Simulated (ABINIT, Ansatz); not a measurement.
**YVO4 (I4_1/amd): G0W0 on several meshes in ABINIT**

Aim: the GW shift of YVO4 (I4_1/amd) against the k mesh.

Program: ABINIT 10.8.3. Level of theory: LDA and many-body steps on it, plane waves. Results are calculated unless marked as measured.

## 1. Set-up

Symmetry: I4_1/amd, No. 141, tetragonal system. Conventional cell: a = 7.118 Å, b = 7.118 Å, c = 6.289 Å, α = 90.00°, β = 90.00°, γ = 90.00°. Nearest to Y lie 8 O at 2.30 to 2.43 Å. Nearest to V lie 4 O at 1.71 Å. O has 1 V at 1.71 Å and 2 Y at 2.30 to 2.43 Å nearest. Farther neighbours and most contacts between anions are not listed.

The cell and positions come from the Crystallography Open Database and are kept as given unless a step says otherwise.

## 2. Empty states on the mesh, 4×4×4 mesh, 283 bands

This step: ABINIT 10.8.3; DFT, LDA, plane waves, norm-conserving pseudopotentials.

The sums over transitions need many empty states on a uniform mesh; this step solves for them.

The input, run.abi:

```
acell 3*1.0 Angstrom
rprim 
  -3.559150000000 3.559150000000 3.144650000000
  3.559150000000 -3.559150000000 3.144650000000
  3.559150000000 3.559150000000 -3.144650000000
ntypat 3
znucl 39 23 8
natom 12
typat 1 1 2 2 3 3 3 3 3 3 3 3
xred 
  0.750000000000 0.250000000000 0.500000000000
  0.000000000000 0.000000000000 0.000000000000
  0.500000000000 0.500000000000 0.000000000000
  0.250000000000 0.750000000000 0.500000000000
  0.510000000000 0.325800000000 0.184200000000
  0.075800000000 0.391600000000 0.315800000000
  0.141600000000 0.325800000000 0.815800000000
  0.075800000000 0.760000000000 0.684200000000
  0.240000000000 0.924200000000 0.315800000000
  0.674200000000 0.490000000000 0.815800000000
  0.608400000000 0.924200000000 0.684200000000
  0.674200000000 0.858400000000 0.184200000000
pp_dirpath "pseudos"
pseudos "Y.upf, V.upf, O.upf"
ecut 38
ngkpt 4 4 4
nshiftk 1
shiftk 0 0 0
kptopt 1
chksymbreak 0
iscf -2
irdden 1
istwfk *1
nband 283
nbdbuf 24
tolwfr 1e-09
nstep 60
prtvol 0
indata_prefix "in"
outdata_prefix "out"
tmpdata_prefix "tmp"
```

The run is started by

```
$ OMP_NUM_THREADS=1 mpirun -n 8 abinit run.abi > log
```

Numbers of over 12 decimals in the logs are rounded to 6 here.

Output:

```text
.Version 10.8.3 of ABINIT. v10.8.2 released Aug 2026.

 Symmetries : space group I4_1/a m d (#141); Bravais tI (body-center tetrag.)
[... echo of the input left out ...]
== DATASET  1 ==================================================================
-   mpi_nproc: 8, omp_nthreads: 1 (-1 if OMP is not activated)
-    --> not optimal distribution: autoparal keyword recommended in input file <--

--- !DatasetInfo
iteration_state: {dtset: 1, }
dimensions: {natom: 12, nkpt: 13, mband: 283, nsppol: 1, nspinor: 1, nspden: 1, mpw: 12062, }
[...]
2.46573    2.46864    2.46864    2.48853    2.50728    2.50860    2.51265    2.52450
   2.52450    2.53006    2.53006    2.53930    2.56055    2.56669    2.56679    2.58631
   2.58702    2.61065    2.61717
 prteigrs : prtvol=0 or 1, do not print more k-points.

== END DATASET(S) ==============================================================
================================================================================

 -outvars: echo values of variables after computation  --------
            nband         283
             nkpt          13
          spgroup         141
 [... the other variables as echoed above ...]

 Calculation completed.
```

Elapsed: 6 min, on 8 MPI ranks of Arm Neoverse V2, shared host; peak memory 1.4 GiB; 48 min of CPU time.

This step gave:

| Property | Result |
| --- | --- |
| gap | 2.875 eV |
| k of the valence top | 0, 0, 0 |
| k of the conduction bottom | 0, 0, 0 |
| least direct gap | 2.875 eV |
| k points computed | 13 |
| lowest point of the top converged band, above the valence top | 62.4817 eV |

On this mesh the gap is 2.875 eV.

The density comes from a self-consistent run that is not shown.

## 3. Screening, 4×4×4 mesh, 134 bands, screening to 98 eV

The RPA dielectric matrix is built and inverted for each q.

This step: RPA screening on LDA, plane waves, norm-conserving pseudopotentials.

run.abi: that of step 2 with these lines changed.

```diff
@@ -30,10 +30,11 @@
 chksymbreak 0
-iscf -2
-irdden 1
 istwfk *1
-nband 283
-nbdbuf 24
-tolwfr 1e-09
-nstep 60
-prtvol 0
+occopt 1
+irdwfk 1
+optdriver 3
+nband 134
+ecuteps 3.6
+inclvkb 2
+awtr 1
+symchi 1
 indata_prefix "in"
```

Output:

```text
.Version 10.8.3 of ABINIT. v10.8.2 released Aug 2026.

 Symmetries : space group I4_1/a m d (#141); Bravais tI (body-center tetrag.)
[... echo of the input left out ...]
== DATASET  1 ==================================================================
-   mpi_nproc: 8, omp_nthreads: 1 (-1 if OMP is not activated)

--- !DatasetInfo
iteration_state: {dtset: 1, }
dimensions: {natom: 12, nkpt: 13, mband: 134, nsppol: 1, nspinor: 1, nspden: 1, mpw: 12062, }
cutoff_energies: {ecut:  38.0, pawecutdg:  -1.0, }
electrons: {nelect:   9.60000000E+01, charge:   0.00000000E+00, occopt:   1.00000000E+00, tsmear:   1.00000000E-02, }

 SCREENING: Calculation of the susceptibility and dielectric matrices

 Based on a program developped by R.W. Godby, V. Olevano, G. Onida, and L. Reining.
 Incorporated in ABINIT by V. Olevano, G.-M. Rignanese, and M. Torrent.
.Using double precision arithmetic ; gwpc =  8

[... cell and pseudopotentials left out ...]
--------------------------------------------------------------------------------

 ==== K-mesh for the wavefunctions ====
 Number of points in the irreducible wedge :    13
[... list of points left out ...]
 Together with 16 symmetry operations and time-reversal symmetry
 yields    64 points in the full Brillouin Zone.

 ==== Q-mesh for the screening function ====
 Number of points in the irreducible wedge :    13
[... list of points left out ...]
 Together with 16 symmetry operations and time-reversal symmetry
 yields    64 points in the full Brillouin Zone.

 setmesh: FFT mesh size selected  =    36x   36x   36
          total number of points  =        46656

 vcoul_init : cutoff-mode = AUXILIARY_FUNCTION
 q-points for optical limit:   1
     1)      0.000010    0.000020    0.000030

- screening: taking advantage of time-reversal symmetry
- Maximum band index for partially occupied states nbvw = 48
- Remaining bands to be divided among processors   nbcw = 86
- Number of bands treated by each node ~10

 Number of electrons calculated from density =   96.0000; Expected =   96.0000
 average of density, n =  0.089279
 r_s =    1.3880
 omega_plasma =   28.8224 [eV]

 calculating chi0 at frequencies [eV] :
  1    0.000000E+00    0.000000E+00
  2    0.000000E+00    2.882242E+01

--------------------------------------------------------------------------------
  q-point number  1        q = ( 0.000000, 0.000000, 0.000000) [r.l.u.]
--------------------------------------------------------------------------------
[... chi0 elements left out ...]
 For q-point:  0.000010 0.000020 0.000030
  dielectric constant =   4.0304
  dielectric constant without local fields =   4.9138

  Average fulfillment of the sum rule on Im[epsilon] for q-point    1 :     40.12  [%]
[... wings left out ...]
  q-point number  2        q = ( 0.250000, 0.000000, 0.000000) [r.l.u.]
--------------------------------------------------------------------------------
[... chi0 elements left out ...]
  Average fulfillment of the sum rule on Im[epsilon] for q-point    2 :     51.24  [%]

 [... 11 further q-points ...]
```

Wall time 5.1 min (8 MPI ranks); peak memory 7.1 GiB; 41 min of CPU time.

Numbers from this step:

```
ε∞ with local fields, on this mesh, along the program's q direction : 4.030
the same without local fields                                       : 4.914
plasma frequency                                                    : 28.82 eV
plane waves in the screening matrix                                 : 349
```

Local fields lower ε∞ by 18 %.

## 4. 4×4×4

The self-energy is evaluated for the states that the input lists, and the levels follow from it, in one-shot runs by the linearised quasiparticle equation.

This step: G0W0 on LDA, plane waves, norm-conserving pseudopotentials.

run.abi: that of step 3 with these lines changed.

```diff
@@ -33,8 +33,15 @@
 irdwfk 1
-optdriver 3
+optdriver 4
 nband 134
+gwcalctyp 0
+ecutsigx 38
+symsigma 1
+nkptgw 1
+kptgw 
+  0.0000000000 0.0000000000 0.0000000000
+bdgw 
+  46 50
 ecuteps 3.6
-inclvkb 2
-awtr 1
-symchi 1
+irdscr 1
+ppmodel 1
 indata_prefix "in"
```

Output:

```text
.Version 10.8.3 of ABINIT. v10.8.2 released Aug 2026.

 Symmetries : space group I4_1/a m d (#141); Bravais tI (body-center tetrag.)
[... echo of the input left out ...]
== DATASET  1 ==================================================================
-   mpi_nproc: 8, omp_nthreads: 1 (-1 if OMP is not activated)

--- !DatasetInfo
iteration_state: {dtset: 1, }
dimensions: {natom: 12, nkpt: 13, mband: 134, nsppol: 1, nspinor: 1, nspden: 1, mpw: 12062, }
cutoff_energies: {ecut:  38.0, pawecutdg:  -1.0, }
electrons: {nelect:   9.60000000E+01, charge:   0.00000000E+00, occopt:   1.00000000E+00, tsmear:   1.00000000E-02, }

 SIGMA: Calculation of the GW corrections

 Based on a program developped by R.W. Godby, V. Olevano, G. Onida, and L. Reining.
 Incorporated in ABINIT by V. Olevano, G.-M. Rignanese, and M. Torrent.
.Using double precision arithmetic ; gwpc =  8

[... cell and pseudopotentials left out ...]
--------------------------------------------------------------------------------

 ==== K-mesh for the wavefunctions ====
 Number of points in the irreducible wedge :    13
[... list of points left out ...]
 Together with 16 symmetry operations and time-reversal symmetry
 yields    64 points in the full Brillouin Zone.

 ==== Q-mesh for screening function ====
 Number of points in the irreducible wedge :    13
[... list of points left out ...]
 Together with 16 symmetry operations and time-reversal symmetry
 yields    64 points in the full Brillouin Zone.

 vcoul_init : cutoff-mode = AUXILIARY_FUNCTION
 q-points for optical limit:   1
     1)      0.000010    0.000020    0.000030
 setmesh: FFT mesh size selected  =    60x   60x   60
          total number of points  =       216000

 Number of electrons calculated from density =   96.0000; Expected =   96.0000
 average of density, n =  0.089279
 r_s =    1.3880
 omega_plasma =   28.8224 [eV]

 === KS Band Gaps ===
  >>>> For spin  1
   Minimum direct gap =   2.8750 [eV], located at k-point      :   0.0000  0.0000  0.0000
   Fundamental gap    =   2.8750 [eV], Top of valence bands at :   0.0000  0.0000  0.0000
                                       Bottom of conduction at :   0.0000  0.0000  0.0000
 SIGMA fundamental parameters:
 PLASMON POLE MODEL  1
 number of plane-waves for SigmaX                12033
 number of plane-waves for SigmaC and W            349
 number of plane-waves for wavefunctions         12033
 number of bands                                   134
 number of independent spin polarizations            1
 number of spinorial components                      1
 number of k-points in IBZ                          13
 number of q-points in IBZ                          13
 number of symmetry operations                      16
 number of k-points in BZ                           64
 number of q-points in BZ                           64
 number of frequencies for dSigma/dE                 9
 frequency step for dSigma/dE [eV]                0.25
 number of omega for Sigma on real axis              0
 max omega for Sigma on real axis  [eV]           0.00
 zcut for avoiding poles [eV]                     0.10

 EPSILON^-1 parameters (SCR file):
 dimension of the eps^-1 matrix on file            349
 dimension of the eps^-1 matrix used               349
 number of plane-waves for wavefunctions         12033
 number of bands                                   134
 number of q-points in IBZ                          13
 number of frequencies                               2
 number of real frequencies                          1
 number of imag frequencies                          1

 matrix elements of self-energy operator (all in [eV])

 Perturbative Calculation

--- !SelfEnergy_ee
iteration_state: {dtset: 1, }
kpoint     : [   0.000,    0.000,    0.000, ]
spin       : 1
KS_gap     :    2.875
QP_gap     :    5.288
Delta_QP_KS:    2.413
data: !SigmaeeData |
     Band     E0 <VxcDFT>   SigX SigC(E0)      Z dSigC/dE  Sig(E)    E-E0       E
       46   2.703 -19.235 -24.331   4.862   0.774  -0.292 -19.416  -0.180   2.523
       47   2.703 -19.235 -24.331   4.862   0.774  -0.292 -19.416  -0.180   2.523
       48   3.108 -19.463 -24.612   4.913   0.770  -0.298 -19.646  -0.182   2.925
       49   5.983 -20.102 -13.084  -4.198   0.791  -0.264 -17.872   2.231   8.214
       50   6.715 -22.451 -14.739  -4.566   0.774  -0.292 -20.016   2.436   9.150

== END DATASET(S) ==============================================================
================================================================================

 -outvars: echo values of variables after computation  --------
           etotal      0.0000000000E+00
            nband         134
             nkpt          13
          spgroup         141
 [... the other variables as echoed above ...]

 Calculation completed.
```

It took 11 s on 8 MPI ranks; peak memory 4.7 GiB.

This step gave:

- G0W0 gap on the points computed: 5.289 eV
- starting gap on the mesh: 2.875 eV
- k of the valence top: 0, 0, 0
- k of the conduction bottom: 0, 0, 0
- Z at the valence top: 0.77
- Z at the conduction bottom: 0.791
- least direct G0W0 gap on the computed points: 5.289 eV

The gap on the mesh goes from 2.87 eV to 5.29 eV, a correction of +2.41 eV.

## 5. Empty states on the mesh, 2×2×2 mesh, 146 bands

This step: DFT, LDA, plane waves, norm-conserving pseudopotentials.

run.abi: that of step 4 with these lines changed.

```diff
@@ -25,3 +25,3 @@
 ecut 38
-ngkpt 4 4 4
+ngkpt 2 2 2
 nshiftk 1
@@ -30,18 +30,10 @@
 chksymbreak 0
+iscf -2
+irdden 1
 istwfk *1
-occopt 1
-irdwfk 1
-optdriver 4
-nband 134
-gwcalctyp 0
-ecutsigx 38
-symsigma 1
-nkptgw 1
-kptgw 
-  0.0000000000 0.0000000000 0.0000000000
-bdgw 
-  46 50
-ecuteps 3.6
-irdscr 1
-ppmodel 1
+nband 146
+nbdbuf 12
+tolwfr 1e-09
+nstep 60
+prtvol 0
 indata_prefix "in"
```

The run is started by

```
$ OMP_NUM_THREADS=2 mpirun -n 4 abinit run.abi > log
```

Output:

```text
.Version 10.8.3 of ABINIT. v10.8.2 released Aug 2026.

 Symmetries : space group I4_1/a m d (#141); Bravais tI (body-center tetrag.)
[... echo of the input left out ...]
== DATASET  1 ==================================================================
-   mpi_nproc: 4, omp_nthreads: 2 (-1 if OMP is not activated)

--- !DatasetInfo
iteration_state: {dtset: 1, }
dimensions: {natom: 12, nkpt: 4, mband: 146, nsppol: 1, nspinor: 1, nspden: 1, mpw: 12033, }
cutoff_energies: {ecut:  38.0, pawecutdg:  -1.0, }
[...]
1.29060    1.29060    1.29258    1.29906    1.31160    1.31160    1.33091    1.34305
   1.36717    1.37240    1.39083    1.39813    1.39813    1.42252    1.43078    1.43090
   1.44854    1.47586
 prteigrs : prtvol=0 or 1, do not print more k-points.

== END DATASET(S) ==============================================================
================================================================================

 -outvars: echo values of variables after computation  --------
            nband         146
             nkpt           4
          spgroup         141
 [... the other variables as echoed above ...]

 Calculation completed.
```

The job ended after 49 s (4 MPI ranks; peak memory 0.55 GiB; 4.6 min of CPU time).

Numbers from this step:

```yaml
gap: 2.875 eV
k_of_the_valence_top: 0, 0, 0
k_of_the_conduction_bottom: 0, 0, 0
least_direct_gap: 2.875 eV
k_points_computed: 4
lowest_point_of_the_top_converged_band_above_the_valence_top: 32.30 eV
```

On this mesh the gap is 2.875 eV.

## 6. Screening, 2×2×2 mesh, 134 bands, screening to 98 eV

This step: RPA screening on LDA, plane waves, norm-conserving pseudopotentials.

run.abi: that of step 5 with these lines changed.

```diff
@@ -30,10 +30,11 @@
 chksymbreak 0
-iscf -2
-irdden 1
 istwfk *1
-nband 146
-nbdbuf 12
-tolwfr 1e-09
-nstep 60
-prtvol 0
+occopt 1
+irdwfk 1
+optdriver 3
+nband 134
+ecuteps 3.6
+inclvkb 2
+awtr 1
+symchi 1
 indata_prefix "in"
```

The run is started by

```
$ OMP_NUM_THREADS=1 mpirun -n 8 abinit run.abi > log
```

Output:

```text
.Version 10.8.3 of ABINIT. v10.8.2 released Aug 2026.

 Symmetries : space group I4_1/a m d (#141); Bravais tI (body-center tetrag.)
[... echo of the input left out ...]
== DATASET  1 ==================================================================
-   mpi_nproc: 8, omp_nthreads: 1 (-1 if OMP is not activated)

--- !DatasetInfo
iteration_state: {dtset: 1, }
dimensions: {natom: 12, nkpt: 4, mband: 134, nsppol: 1, nspinor: 1, nspden: 1, mpw: 12033, }
cutoff_energies: {ecut:  38.0, pawecutdg:  -1.0, }
electrons: {nelect:   9.60000000E+01, charge:   0.00000000E+00, occopt:   1.00000000E+00, tsmear:   1.00000000E-02, }

 SCREENING: Calculation of the susceptibility and dielectric matrices

 Based on a program developped by R.W. Godby, V. Olevano, G. Onida, and L. Reining.
 Incorporated in ABINIT by V. Olevano, G.-M. Rignanese, and M. Torrent.
.Using double precision arithmetic ; gwpc =  8

[... cell and pseudopotentials left out ...]
--------------------------------------------------------------------------------

 ==== K-mesh for the wavefunctions ====
 Number of points in the irreducible wedge :     4
[... list of points left out ...]
 Together with 16 symmetry operations and time-reversal symmetry
 yields     8 points in the full Brillouin Zone.

 ==== Q-mesh for the screening function ====
 Number of points in the irreducible wedge :     4
[... list of points left out ...]
 Together with 16 symmetry operations and time-reversal symmetry
 yields     8 points in the full Brillouin Zone.

 setmesh: FFT mesh size selected  =    36x   36x   36
          total number of points  =        46656

 vcoul_init : cutoff-mode = AUXILIARY_FUNCTION
 q-points for optical limit:   1
     1)      0.000010    0.000020    0.000030

- screening: taking advantage of time-reversal symmetry
- Maximum band index for partially occupied states nbvw = 48
- Remaining bands to be divided among processors   nbcw = 86
- Number of bands treated by each node ~10

 Number of electrons calculated from density =   96.0000; Expected =   96.0000
 average of density, n =  0.089279
 r_s =    1.3880
 omega_plasma =   28.8224 [eV]

 calculating chi0 at frequencies [eV] :
  1    0.000000E+00    0.000000E+00
  2    0.000000E+00    2.882242E+01

--------------------------------------------------------------------------------
  q-point number  1        q = ( 0.000000, 0.000000, 0.000000) [r.l.u.]
--------------------------------------------------------------------------------
[... chi0 elements left out ...]
 For q-point:  0.000010 0.000020 0.000030
  dielectric constant =   4.0571
  dielectric constant without local fields =   4.9440

  Average fulfillment of the sum rule on Im[epsilon] for q-point    1 :     40.10  [%]
[... wings left out ...]
  q-point number  2        q = ( 0.500000, 0.000000, 0.000000) [r.l.u.]
--------------------------------------------------------------------------------
[... chi0 elements left out ...]
  Average fulfillment of the sum rule on Im[epsilon] for q-point    2 :     46.13  [%]

 [... 2 further q-points ...]
```

Run time: 44 s. Hardware: 8 MPI ranks; peak memory 3.6 GiB; 5.9 min of CPU time.

Numbers from this step:

```yaml
eps_infinity_with_local_fields_on_this_mesh_along_the_program_s_q_direction: 4.057
the_same_without_local_fields: 4.944
plasma_frequency: 28.82 eV
plane_waves_in_the_screening_matrix: 349
```

(Continued in part 2 of 2.)

[Paths, hosts, dates, memory and timing lines, banners, echoed tables and standing remarks are left out of the program output.]

[Logs are printed without paths, hosts, clocks, repeated set-up lines and the standing remarks that a program may print on its own settings, such as how far it seeks lower states.]

[Runs of the session that timed out or met a known fault of the program may be left out.]

[Hosts, paths, dates, database ids (printed as entryN), source tags and the programs' standing remarks are cut or masked in the printed files.]

[G0W0 gaps are taken among the corrected bands and points alone; a level outside them can change the order at an edge.]

[Where Ansatz stands beside ABINIT at settings called matched, ABINIT's density can come from a denser mesh and the files from another edition; pairs whose starting gaps differed by over 0.03 eV were left out, so agreement reads better than it is.]
